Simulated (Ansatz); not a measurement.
# ScCO (C2/m): refractive index against wavelength

The refractive index of ScCO (C2/m) along x below the direct gap (2.93 eV on the mesh) is read from one computed spectrum, n = √(Re ε). x, y and z are the Cartesian axes of the input cell.

Cell: a, b, c = 3.570, 3.570, 6.682 Å (primitive vectors), 6 atoms.

Method: Ansatz 0.2.0, PBE, independent particles, k-mesh 8×8×4 with interpolation inside its cells, Gaussian parameter 0.1 eV.

Launch of the response step: `ansatz run input.yaml --threads 2 --pin off --max-ram 5120MiB --backend cpu --events-out ev --progress --plain --runs-dir out`. The run took 1.7 min, on 2 threads of Arm Neoverse V2, with other jobs on the host.

| wavelength (nm) | photon energy E (eV) | n |
| --- | --- | --- |
| 2000 | 0.620 | 2.5441 |
| 1550 | 0.800 | 2.5531 |
| 1310 | 0.946 | 2.5625 |
| 1064 | 1.165 | 2.5797 |
| 850 | 1.459 | 2.6102 |
| 700 | 1.771 | 2.6540 |
| 633 | 1.959 | ? |

In the single-oscillator model n² − 1 = E₀E_d/(E₀² − E²), so 1/(n² − 1) = E₀/E_d − E²/(E₀E_d) is linear in E².

Working, on the rows shown:

| x = E² (eV²) | y = 1/(n² − 1) |
| --- | --- |
| 0.384302 | 0.182734 |
| 0.639837 | 0.181215 |
| 0.895757 | 0.179649 |
| 1.35784 | 0.176839 |
| 2.12762 | 0.172024 |
| 3.13716 | 0.165461 |

Means: x̄ = 1.4238, ȳ = 0.17632. Σ(x − x̄)(y − ȳ) = -0.03393, Σ(x − x̄)² = 5.409. Slope = -0.03393 / 5.409 = -0.006272; intercept = ȳ − slope · x̄ = 0.18525. Turned back into n, the line misses the rows shown by at most 0.00078.

Predict the last column of the withheld row from the fit.

At x = 3.8364 the line gives y = 0.16119, that is 2.6840. The run gave 2.6874, so the extrapolation is off by 0.0034, 2 % of the range in the table.

Refitted with all rows, the slope is -0.006366 and the intercept 0.18535. These give E₀ = √(intercept/−slope) = 5.40 eV and E_d = E₀/intercept = 29.1 eV; E₀ is 1.8 times the direct gap. The electronic limit at long wavelengths, without lattice vibrations, is n = √(1 + 1/intercept) = 2.529. The structure is a model and need not exist. Excitons are left out and so are local fields; PBE gaps are as a rule too small.
